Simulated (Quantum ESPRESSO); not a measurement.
# Carrying a functional's shift from two faces of Al to a third

**Set-up.** Quantum ESPRESSO 7.5 (pw.x, pp.x), PseudoDojo norm-conserving files, cold smearing of 0.02 Ry; slabs at the tabulated lattice constant, relaxed under PBE by pw.x; both functionals on the same atoms. Work functions in eV.

| face | area an atom (Å²) | PBE | LDA |
| --- | --- | --- | --- |
| (111) | 7.10 | 4.103 | 4.266 |
| (100) | 8.20 | 4.223 | 4.366 |
| (110) | 11.60 | 4.030 | withheld |

To predict: What does LDA give for (110)?

**Fit.** The shifts from PBE are 4.266 − 4.103 = +0.163 eV and 4.366 − 4.223 = +0.143 eV, +0.153 eV in the mean. A rigid shift gives 4.030 + (+0.153) = 4.183 eV.

**The withheld run.** 4.194 eV; the estimate misses by −0.011 eV. The shift is rigid within 0.03 eV, so differences between faces carry over. The measured value for this face is 4.23 eV (“Properties of real metallic surfaces: Effects of density functional semilocality and van der Waals nonlocality” (2017, arxiv:1702.08515)): PBE is off by −0.20 eV and LDA by −0.04 eV; other measurements of a face can differ by 0.1 to 0.2 eV.

**Limits.** Thin, unreconstructed slabs; thickness and mesh leave some 0.05 to 0.1 eV open, which largely cancels in the shift.
